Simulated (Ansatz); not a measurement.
**CsSrF3 (Pm-3m): what size, symmetry and threads cost in G0W0**

How does the cost of G0W0 grow with the cell? The test case is CsSrF3 (Pm-3m).

Main program and level: Ansatz 0.2.0; G0W0 on r2SCAN, plane waves, PAW.

### 1. The starting structure

It takes space group Pm-3m (No. 221, cubic). The conventional cell has a = 4.763 Å, b = 4.763 Å, c = 4.763 Å, α = 90.00°, β = 90.00°, γ = 90.00°. Nearest to Cs lie 12 F at 3.37 Å. Sr has 6 F at 2.38 Å nearest. Nearest to F lie 2 Sr at 2.38 Å and 4 Cs at 3.37 Å. Farther neighbours and most contacts between anions are not listed.

The cell and positions are those that the Materials Project relaxed with its own functionals (PBE, PBE+U or r2SCAN), kept fixed. Spin-orbit coupling is left out unless a step names it. The default PAW set here is soft_2. Its files were made with PBE.

### 2. 5 atoms (1×1×1 cells), 2×2×2 mesh

Now the one-shot GW correction: screening in the RPA, then the self-energy of the levels asked for.

Input file input.yaml:

```yaml
crystal:
  lattice:
    - [4.76324701, 0.0, 0.0]
    - [0.0, 4.76324701, 0.0]
    - [0.0, 0.0, 4.76324701]
  atoms:
    - { symbol: Cs, position: [0.0, 0.0, 0.0] }
    - { symbol: Sr, position: [0.5, 0.5, 0.5] }
    - { symbol: F, position: [0.0, 0.5, 0.5] }
    - { symbol: F, position: [0.5, 0.0, 0.5] }
    - { symbol: F, position: [0.5, 0.5, 0.0] }
kpoints:
  mp_grid: { grid: [2, 2, 2] }
hamiltonian:
  xc: r2scan
scf:
  occupations: { method: fixed }
gw:
  n_empty_bands: 114
  ecut_chi: 60.0
  qp_bands: [v1, c1]
  qp_kpoints: band_edges
  screening: { model: contour_deformation }
```

The run is started by

```sh
$ ansatz run input.yaml --threads 16 --pin off --max-ram 36864MiB --backend cpu --events-out ev --progress --plain --runs-dir out
```

Numbers of over 12 decimals in the logs are rounded to 6 here.

The log of the run:

```text
Engine: ansatz 0.2.0, aarch64-unknown-linux-gnu
Pseudopotentials: kind: paw
Pseudopotential: Cs, paw, valence charge 9, recommended cutoff 500 eV (meta_gga), Cs.paw.azcp
Pseudopotential: Sr, paw, valence charge 10, recommended cutoff 500 eV (meta_gga), Sr.paw.azcp
Pseudopotential: F, paw, valence charge 7, recommended cutoff 500 eV (meta_gga), F.paw.azcp
Functional definition: r2SCAN
  parameter k0 = 0.174
  parameter k1 = 0.065
  parameter a1 = 4.9479
  exchange = r2scan_x(k0 = k0, k1 = k1, a1 = a1)
  correlation = r2scan_c
Crystal: 5 atoms, lattice volume = 108.071 Å³
Basis set: ecut = 500 eV, 2777 PW (Γ), exchange–correlation on 144×144×144 points (64 copies of the dense FFT grid, shifted against one another)
Bands: 25, of which v1, the nominal top of the filled ones, is band 20 counted from 1 (19 counted from 0)
Symmetry: 48 space group operations
Space group: Pm-3m (ITA 221), of the structure as read, at distance tolerance 4.8e-5 Å
k-points: 4 of 8
Non-local potential: Cs, projectors of the file, l = 0: 3, l = 1: 2, l = 2: 2, l = 3: 2
Non-local potential: Sr, projectors of the file, l = 0: 3, l = 1: 2, l = 2: 2
Non-local potential: F, projectors of the file, l = 0: 2, l = 1: 2, l = 2: 1
PAW form: soft (Blöchl's): semilocal exchange-correlation on the pseudo side does not see the compensation charge
PAW frozen core: Cs, regenerated for the run's functional (the file was generated under x = pbe(κ = 0.804, μ = 0.219515), c = pbe(β = 0.066725))
PAW frozen core: Sr, regenerated for the run's functional (the file was generated under x = pbe(κ = 0.804, μ = 0.219515), c = pbe(β = 0.066725))
PAW frozen core: F, regenerated for the run's functional (the file was generated under x = pbe(κ = 0.804, μ = 0.219515), c = pbe(β = 0.066725))
PAW one-centre angular grid: Cs, 302 points (default); XC on 160 Gauss nodes
PAW one-centre angular grid: Sr, 302 points (default); XC on 160 Gauss nodes
PAW one-centre angular grid: F, 302 points (default); XC on 160 Gauss nodes
Initial density: superposition of atomic densities (neutral atoms: chi_scale 0, normalization atom), corrected by the library's trained network
Initial wavefunctions: pseudopotential atomic-orbital guess
Functional: x = r2scan, c = r2scan; τ floored in thin density (d = 2e-4 eV/Å³)
SCF iter   1: F=—  HF=-11679.765086 eV  |F-HF|=—  |Δ(HF+E_count)|=         —  Δρ=8.16e-3  dr2=7.41e-2  dr2_τ=9.96e-2  ethr=1.77e-3  ⟨swp⟩=5.5  Hψ=481  notcnv=0  defer=9
preconditioner: auto → Resta (q_TF=auto, 2.312 Å⁻¹)  ε∞=2.7  [insulator: Δε(μ)=7.486 eV  Ē_g=17.014 eV  n_scr=26 (ndim 8)  ℏωp=22.0 eV  f_vac=0.052  ε∞_Penn≈2.7]
SCF iter   2: F=—  HF=-11679.891273 eV  |F-HF|=—  |Δ(HF+E_count)|=   1.26e-1  Δρ=3.78e-3  dr2=6.83e-3  dr2_τ=1.77e-3  ethr=1.85e-4  ⟨swp⟩=2.5  Hψ=226  notcnv=0  defer=10
SCF iter   3: F=—  HF=-11679.890030 eV  |F-HF|=—  |Δ(HF+E_count)|=   1.24e-3  Δρ=1.54e-3  dr2=1.76e-3  dr2_τ=2.22e-4  ethr=1.71e-5  ⟨swp⟩=2.5  Hψ=156  notcnv=0  defer=10
SCF iter   4: F=—  HF=-11679.889516 eV  |F-HF|=—  |Δ(HF+E_count)|=   5.14e-4  Δρ=2.99e-4  dr2=5.47e-5  dr2_τ=7.44e-6  ethr=4.40e-6  ⟨swp⟩=3.0  Hψ=171  notcnv=0  defer=10
SCF iter   5: F=—  HF=-11679.889536 eV  |F-HF|=—  |Δ(HF+E_count)|=   2.04e-5  Δρ=5.06e-5  dr2=2.70e-6  dr2_τ=2.11e-7  ethr=1.37e-7  ⟨swp⟩=2.0  Hψ=170  notcnv=0  defer=10
SCF iter   6: F=-11679.889537 eV  HF=-11679.889537 eV  |F-HF|=4.41e-8  |Δ(HF+E_count)|=   5.38e-7  Δρ=7.61e-6  dr2=5.90e-8  dr2_τ=7.09e-9  ethr=2.50e-10  ⟨swp⟩=11.5  Hψ=601  notcnv=0
SCF 1 converged in 6 iterations: F = -11679.889537 eV  dr2 = 5.90e-8
[...]
NSCF: frozen V_eff on 4 k-points
G₀W₀ screening: q 1/4
[... further progress lines ...]
SCF converged after 6 iterations
Free energy (F): -11679.889537 eV
Harris-Foulkes:  -11679.889537 eV  (|F-HF|=4.41e-8)
Internal energy: -11679.889537 eV  (E = F + TS)
E sigma→0 (E₀):  -11679.889537 eV
Fermi energy:    1.650306 eV
--- Per-component energies (eV) ---
  E_band       = -262.608131
  E_kinetic    = 1016.653288
  E_local      = -2933.849944  (includes V_loc(G=0)·N_el)
  E_nonlocal   = 449.380903
  E_hartree    = 1050.846953
  E_xc         = -567.633974
  E_vxc        = -670.240674  (∫ρ·V_xc dr)
  E_paw        = -8417.624515  (= ΣΔE_a)
  E_vpaw       = -269.033072  (= ΣTr[D̂ρ^β])
  E_aug_tail   = 0.002904  (compensation charges beyond the density's cutoff)
  E_vtau       = 42.777288  (kinetic-family band-sum trace: ∫τ·v_τ [+ j·A + Jᵃ·Aᵃ] dr)
  E_ewald      = -2277.474821
  E_core_change = -0.190332  (= ΣΔE_core)
  E_smearing   = -0.000000  (= −TS)
  E_closure    = 0.000000  (closes the sum)
  Σ components = -11679.889537   (vs F -11679.889537, Δ=0.00e0)
--- Band table (eV) ---
  k-point 0: bands = [... 16 lower, 1.3833, 1.6503, 1.6503, 1.6503, 8.8138, 10.0251, 10.0251, 11.0701, ... 1 higher]
  k-point 1: bands = [... 16 lower, 1.2488, 1.2488, 1.6377, 1.6377, 10.3504, 10.8190, 11.8215, 11.9454, ... 1 higher]
  k-point 2: bands = [... 16 lower, 1.4016, 1.4016, 1.6116, 1.6208, 10.6139, 11.0017, 11.4227, 11.4227, ... 1 higher]
  k-point 3: bands = [... 16 lower, 1.0293, 1.6193, 1.6193, 1.6193, 10.8950, 10.8950, 10.8950, 12.9102, ... 1 higher]
--- G₀W₀: contour deformation, 5 samples at zero and on the imaginary axis and 1 off it, 8 q-points, 114 empty bands' worth ---
  eigenvalues of the whole cell's RPA ε∞ on this k-mesh (on a slab, of 1 + 4πα/V) = 2.0878, 2.0878, 2.0878; static W/v taken at q = 0 is 0.478966
  bands read: the sum over 134 bands ends inside a degenerate multiplet in 3 slots, whose members it reads at an even weight; the widest, k=0: bands 134 to 136 (counted from 1) at 1/3 each
  gw.qp_kpoints: band_edges: 4 of 4 stored k-points solved, in 1 pass; an edge of the gap read off the rows below is read off those points alone
    ik  band        ε_KS         Σx   Σc(E_QP)       V_xc       Z   E_QP_lin       E_QP  E_QP is
     0    20      1.6503   -31.7026     5.3333   -24.6264  0.8034    -0.1261    -0.0925  root
     0    21      8.8138    -4.7838    -3.0323    -8.7448  0.8899     9.7469     9.7425  root
     1    20      1.6377   -31.6883     5.3147   -24.6273  0.8040    -0.1422    -0.1085  root
     1    21     10.3504    -5.7245    -2.8692    -9.7847  0.8823    11.5494    11.5414  root
     2    20      1.6208   -31.6427     5.2886   -24.6039  0.8047    -0.1631    -0.1294  root
     2    21     10.6139    -5.8221    -2.9849   -10.1911  0.8827    12.0087    11.9979  root
     3    20      1.6193   -30.9427     5.3067   -23.8554  0.7998    -0.1975    -0.1613  root
     3    21     10.8950    -5.0651    -3.0098    -9.4243  0.8845    12.2547    12.2444  root
```

Run time: 1.9 s. Hardware: 16 threads of Arm Neoverse V2, shared host; peak memory 0.68 GiB; 17 s of CPU time.

Numbers from this step:

- bands summed: 134
- RPA ε∞ on this mesh (eigenvalues): 2.088, 2.088, 2.088
- plane waves in the screening matrix: 123
- q-points in the mesh: 8
- G0W0 gap on the mesh: 9.835 eV
- k of the valence top: 0, 0, 0
- k of the conduction bottom: 0, 0, 0
- starting gap on the mesh: 7.163 eV
- Z at the valence top: 0.8034
- Z at the conduction bottom: 0.8899
- least direct G0W0 gap on the computed points: 9.835 eV

The gap on the mesh goes from 7.16 eV to 9.83 eV, a correction of +2.67 eV. Between the two edge states, bare exchange in place of the xc potential would open the gap by 11.04 eV, and correlation takes back 8.37 eV.

### 3. No symmetry, 2×2×2 mesh

input.yaml, as its differences from that of step 2:

```diff
@@ -11,2 +11,3 @@
     - { symbol: F, position: [0.5, 0.5, 0.0] }
+  symmetry: { detect: false }
 kpoints:
```

The log of the run:

```text
[...]
Crystal: 5 atoms, lattice volume = 108.071 Å³
Basis set: ecut = 500 eV, 2777 PW (Γ), exchange–correlation on 144×144×144 points (64 copies of the dense FFT grid, shifted against one another)
Bands: 25, of which v1, the nominal top of the filled ones, is band 20 counted from 1 (19 counted from 0)
Symmetry: 1 space group operations
k-points: 8
[...]
3    21     10.6139    -5.8221    -2.9849   -10.1911  0.8827    12.0087    11.9979  root
[...]
6    20      1.6208   -31.6427     5.2886   -24.6039  0.8047    -0.1631    -0.1294  root
     6    21     10.6139    -5.8221    -2.9849   -10.1911  0.8827    12.0087    11.9979  root
     7    20      1.6193   -30.9427     5.3067   -23.8554  0.7998    -0.1975    -0.1613  root
     7    21     10.8950    -5.0651    -3.0098    -9.4243  0.8845    12.2547    12.2444  root
[key lines of the parts left out:]
SCF converged after 6 iterations
Free energy (F): -11679.889537 eV
Fermi energy:    1.650384 eV
```

Wall time 3.1 s (16 threads); peak memory 0.9 GiB.

This step gave:

| Item | Value |
| --- | --- |
| bands summed | 134 |
| RPA ε∞ on this mesh (eigenvalues) | 2.088, 2.088, 2.088 |
| plane waves in the screening matrix | 123 |
| G0W0 gap on the mesh | 9.835 eV |
| k of the valence top | 0, 0, 0 |
| k of the conduction bottom | 0, 0, 0 |
| starting gap on the mesh | 7.163 eV |
| least direct G0W0 gap on the computed points | 9.835 eV |

Against the run with 2×2×2 mesh, 114 empty bands, screening to 60 eV, the gap moves by +0.000 eV.

### 4. 1 thread, 2×2×2 mesh

input.yaml, as its differences from that of step 3:

```diff
@@ -11,3 +11,2 @@
     - { symbol: F, position: [0.5, 0.5, 0.0] }
-  symmetry: { detect: false }
 kpoints:
```

The run is started by

```sh
$ ansatz run input.yaml --threads 1 --pin off --max-ram 36864MiB --backend cpu --events-out ev --progress --plain --runs-dir out
```

The log of the run:

```text
[...]
Crystal: 5 atoms, lattice volume = 108.071 Å³
Basis set: ecut = 500 eV, 2777 PW (Γ), exchange–correlation on 144×144×144 points (64 copies of the dense FFT grid, shifted against one another)
Bands: 25, of which v1, the nominal top of the filled ones, is band 20 counted from 1 (19 counted from 0)
Symmetry: 48 space group operations
[...]
k-points: 4 of 8
[...]
1    20      1.6377   -31.6883     5.3147   -24.6273  0.8040    -0.1422    -0.1085  root
     1    21     10.3504    -5.7245    -2.8692    -9.7847  0.8823    11.5494    11.5414  root
     2    20      1.6208   -31.6427     5.2886   -24.6039  0.8047    -0.1631    -0.1294  root
     2    21     10.6139    -5.8221    -2.9849   -10.1911  0.8827    12.0087    11.9979  root
     3    20      1.6193   -30.9427     5.3067   -23.8554  0.7998    -0.1975    -0.1613  root
     3    21     10.8950    -5.0651    -3.0098    -9.4243  0.8845    12.2547    12.2444  root
[key lines of the parts left out:]
SCF converged after 6 iterations
Free energy (F): -11679.889537 eV
Fermi energy:    1.650306 eV
```

Run time: 12 s. Hardware: 1 thread; peak memory 0.47 GiB.

This step gave:

- bands summed: 134
- RPA ε∞ on this mesh (eigenvalues): 2.088, 2.088, 2.088
- plane waves in the screening matrix: 123
- G0W0 gap on the mesh: 9.835 eV
- k of the valence top: 0, 0, 0
- k of the conduction bottom: 0, 0, 0
- starting gap on the mesh: 7.163 eV
- least direct G0W0 gap on the computed points: 9.835 eV

Against the run with 2×2×2 mesh, 114 empty bands, screening to 60 eV, the gap moves by +0.000 eV.

### 5. 2 threads, 2×2×2 mesh

input.yaml is that of step 4.

The run is started by

```sh
$ ansatz run input.yaml --threads 2 --pin off --max-ram 36864MiB --backend cpu --events-out ev --progress --plain --runs-dir out
```

The log of the run:

```text
[...]
Crystal: 5 atoms, lattice volume = 108.071 Å³
Basis set: ecut = 500 eV, 2777 PW (Γ), exchange–correlation on 144×144×144 points (64 copies of the dense FFT grid, shifted against one another)
Bands: 25, of which v1, the nominal top of the filled ones, is band 20 counted from 1 (19 counted from 0)
Symmetry: 48 space group operations
[...]
k-points: 4 of 8
[...]
1    20      1.6377   -31.6883     5.3147   -24.6273  0.8040    -0.1422    -0.1085  root
     1    21     10.3504    -5.7245    -2.8692    -9.7847  0.8823    11.5494    11.5414  root
     2    20      1.6208   -31.6427     5.2886   -24.6039  0.8047    -0.1631    -0.1294  root
     2    21     10.6139    -5.8221    -2.9849   -10.1911  0.8827    12.0087    11.9979  root
     3    20      1.6193   -30.9427     5.3067   -23.8554  0.7998    -0.1975    -0.1613  root
     3    21     10.8950    -5.0651    -3.0098    -9.4243  0.8845    12.2547    12.2444  root
[key lines of the parts left out:]
SCF converged after 6 iterations
Free energy (F): -11679.889537 eV
Fermi energy:    1.650306 eV
```

Elapsed: 6.5 s, on 2 threads; peak memory 0.53 GiB.

This step gave:

- bands summed: 134
- RPA ε∞ on this mesh (eigenvalues): 2.088, 2.088, 2.088
- plane waves in the screening matrix: 123
- G0W0 gap on the mesh: 9.835 eV
- k of the valence top: 0, 0, 0
- k of the conduction bottom: 0, 0, 0
- starting gap on the mesh: 7.163 eV
- least direct G0W0 gap on the computed points: 9.835 eV

Against the run with 2×2×2 mesh, 114 empty bands, screening to 60 eV, the gap moves by +0.000 eV.

### 6. 4 threads, 2×2×2 mesh

input.yaml is that of step 5.

The run is started by

```sh
$ ansatz run input.yaml --threads 4 --pin off --max-ram 36864MiB --backend cpu --events-out ev --progress --plain --runs-dir out
```

The log of the run:

```text
[...]
Crystal: 5 atoms, lattice volume = 108.071 Å³
Basis set: ecut = 500 eV, 2777 PW (Γ), exchange–correlation on 144×144×144 points (64 copies of the dense FFT grid, shifted against one another)
Bands: 25, of which v1, the nominal top of the filled ones, is band 20 counted from 1 (19 counted from 0)
Symmetry: 48 space group operations
[...]
k-points: 4 of 8
[...]
1    20      1.6377   -31.6883     5.3147   -24.6273  0.8040    -0.1422    -0.1085  root
     1    21     10.3504    -5.7245    -2.8692    -9.7847  0.8823    11.5494    11.5414  root
     2    20      1.6208   -31.6427     5.2886   -24.6039  0.8047    -0.1631    -0.1294  root
     2    21     10.6139    -5.8221    -2.9849   -10.1911  0.8827    12.0087    11.9979  root
     3    20      1.6193   -30.9427     5.3067   -23.8554  0.7998    -0.1975    -0.1613  root
     3    21     10.8950    -5.0651    -3.0098    -9.4243  0.8845    12.2547    12.2444  root
[key lines of the parts left out:]
SCF converged after 6 iterations
Free energy (F): -11679.889537 eV
Fermi energy:    1.650306 eV
```

Wall time 3.6 s (4 threads); peak memory 0.66 GiB; 13 s of CPU time.

(Unchanged from step 3.)

Against the run with 2×2×2 mesh, 114 empty bands, screening to 60 eV, the gap moves by +0.000 eV.

### 7. 8 threads, 2×2×2 mesh

input.yaml is that of step 6.

The run is started by

```sh
$ ansatz run input.yaml --threads 8 --pin off --max-ram 36864MiB --backend cpu --events-out ev --progress --plain --runs-dir out
```

The log of the run:

```text
[...]
Crystal: 5 atoms, lattice volume = 108.071 Å³
Basis set: ecut = 500 eV, 2777 PW (Γ), exchange–correlation on 144×144×144 points (64 copies of the dense FFT grid, shifted against one another)
Bands: 25, of which v1, the nominal top of the filled ones, is band 20 counted from 1 (19 counted from 0)
Symmetry: 48 space group operations
[...]
k-points: 4 of 8
[...]
1    20      1.6377   -31.6883     5.3147   -24.6273  0.8040    -0.1422    -0.1085  root
     1    21     10.3504    -5.7245    -2.8692    -9.7847  0.8823    11.5494    11.5414  root
     2    20      1.6208   -31.6427     5.2886   -24.6039  0.8047    -0.1631    -0.1294  root
     2    21     10.6139    -5.8221    -2.9849   -10.1911  0.8827    12.0087    11.9979  root
     3    20      1.6193   -30.9427     5.3067   -23.8554  0.7998    -0.1975    -0.1613  root
     3    21     10.8950    -5.0651    -3.0098    -9.4243  0.8845    12.2547    12.2444  root
[key lines of the parts left out:]
SCF converged after 6 iterations
Free energy (F): -11679.889537 eV
Fermi energy:    1.650306 eV
```

Wall time 2.3 s (8 threads); peak memory 0.67 GiB.

(Unchanged from step 3.)

Against the run with 2×2×2 mesh, 114 empty bands, screening to 60 eV, the gap moves by +0.000 eV.

### 8. 10 atoms (2×1×1 cells), 1×2×2 mesh

Input file input.yaml:

```yaml
crystal:
  lattice:
    - [9.52649402, 0.0, 0.0]
    - [0.0, 4.76324701, 0.0]
    - [0.0, 0.0, 4.76324701]
  atoms:
    - { symbol: Cs, position: [0.0, 0.0, 0.0] }
    - { symbol: Sr, position: [0.25, 0.5, 0.5] }
    - { symbol: F, position: [0.0, 0.5, 0.5] }
    - { symbol: F, position: [0.25, 0.0, 0.5] }
    - { symbol: F, position: [0.25, 0.5, 0.0] }
    - { symbol: Cs, position: [0.5, 0.0, 0.0] }
    - { symbol: Sr, position: [0.75, 0.5, 0.5] }
    - { symbol: F, position: [0.5, 0.5, 0.5] }
    - { symbol: F, position: [0.75, 0.0, 0.5] }
    - { symbol: F, position: [0.75, 0.5, 0.0] }
kpoints:
  mp_grid: { grid: [1, 2, 2] }
hamiltonian:
  xc: r2scan
scf:
  occupations: { method: fixed }
gw:
  n_empty_bands: 228
  ecut_chi: 60.0
  qp_bands: [v1, c1]
  qp_kpoints: band_edges
  screening: { model: contour_deformation }
```

The run is started by

```sh
$ ansatz run input.yaml --threads 16 --pin off --max-ram 36864MiB --backend cpu --events-out ev --progress --plain --runs-dir out
```

The log of the run:

```text
[...]
Crystal: 10 atoms, lattice volume = 216.142 Å³
Basis set: ecut = 500 eV, 5539 PW (Γ), exchange–correlation on 288×144×144 points (64 copies of the dense FFT grid, shifted against one another)
Bands: 50, of which v1, the nominal top of the filled ones, is band 40 counted from 1 (39 counted from 0)
Symmetry: 32 space group operations
[...]
k-points: 3 of 4
[...]
0    40      1.6503   -31.7027     5.3342   -24.6265  0.8034    -0.1252    -0.0916  root
     0    41      8.8138    -4.7838    -3.0307    -8.7448  0.8899     9.7485     9.7441  root
     1    40      1.6377   -31.6884     5.3157   -24.6273  0.8040    -0.1412    -0.1076  root
     1    41     10.3504    -5.7245    -2.8692    -9.7846  0.8823    11.5493    11.5413  root
     2    40      1.6205   -31.6429     5.2898   -24.6039  0.8048    -0.1622    -0.1286  root
     2    41     10.6139    -5.8221    -2.9834   -10.1910  0.8827    12.0102    11.9995  root
[key lines of the parts left out:]
SCF converged after 7 iterations
Free energy (F): -23359.779073 eV
Fermi energy:    1.650263 eV
```

The job ended after 5.4 s (16 threads; peak memory 1.4 GiB).

This step gave:

- bands summed: 268
- RPA ε∞ on this mesh (eigenvalues): 2.088, 2.088, 2.088
- plane waves in the screening matrix: 233
- G0W0 gap on the mesh: 9.836 eV
- k of the valence top: 0, 0, 0
- k of the conduction bottom: 0, 0, 0
- starting gap on the mesh: 7.164 eV
- least direct G0W0 gap on the computed points: 9.836 eV

The gap on the mesh goes from 7.16 eV to 9.84 eV, a correction of +2.67 eV. Between the two edge states, bare exchange in place of the xc potential would open the gap by 11.04 eV, and correlation takes back 8.36 eV.

(Continued in part 2 of 2.)

[Paths, hosts, dates, memory and timing lines, banners, echoed tables and standing remarks are left out of the program output.]

[Logs are printed without paths, hosts, clocks, repeated set-up lines and the standing remarks that a program may print on its own settings, such as how far it seeks lower states.]

[Runs of the session that timed out or met a known fault of the program may be left out.]

[Cells called generated may have been cut or substituted from an entry of the Crystallography Open Database or the Materials Project.]

[Hosts, paths, dates, database ids (printed as entryN), source tags and the programs' standing remarks are cut or masked in the printed files.]
